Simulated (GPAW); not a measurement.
Computed results, one entry a study.

```json
{"subject": "Quasiparticle gap of SnTe (Fm-3m) in GPAW", "lattice_ang": [[0.0, 3.1508, 3.1508], [3.1508, -0.0, 3.1508], [3.1508, 3.1508, -0.0]], "atoms": [["Sn", 0.0, 0.0, 0.0], ["Te", 0.5, 0.5, 0.5]], "method": "DFT, PBE, plane waves, PAW (and 1 further level or step)", "program": "GPAW 26.7.0", "settings_of_one_run": "cutoff 450 eV, GPAW PAW setups 1.2.1 data release, 4×4×4 k-mesh, nbands 270", "cost": "4 runs, 78 s in all on 4 MPI ranks of AMD EPYC 9R45, shared host (the runs of this entry)", "notes": "The database entry behind the starting cell differs from later determinations by our own check (about 0.3 % short). The cell and positions come from the Crystallography Open Database and are kept as given unless a step says otherwise. Limits: no spin-orbit coupling. Bands and cutoff are finite, so the gap is not at the basis limit. The miss can reach some tenths of an eV and take either sign; the mesh is an error of its own. The 4×4×4 mesh is coarse for this cell, which bears on the long-range parts of exchange and screening. With atoms this heavy and so narrow a gap, spin-orbit coupling can invert the bands. These scalar-relativistic gaps are then model values, not to be set against experiment, and a spin-orbit change taken from DFT can’t simply be added.", "results": {"pbe_gap": "0.11 eV, direct", "g0w0_gap_on_the_mesh": "0.21 eV", "gw_settings": "4×4×4 mesh, 260 bands, screening to 150 eV, Godby-Needs plasmon pole", "known_limits": "not at the basis limit; model gap, bands may invert with spin-orbit coupling; no spin-orbit coupling; coarse k mesh"}}
```

[Paths, hosts, dates, memory and timing lines, banners, echoed tables and standing remarks are left out of the program output.]

[Logs are printed without paths, hosts, clocks, repeated set-up lines and the standing remarks that a program may print on its own settings, such as how far it seeks lower states.]

[Runs of the session that timed out or met a known fault of the program may be left out.]

[Hosts, paths, dates, database ids (printed as entryN), source tags and the programs' standing remarks are cut or masked in the printed files.]
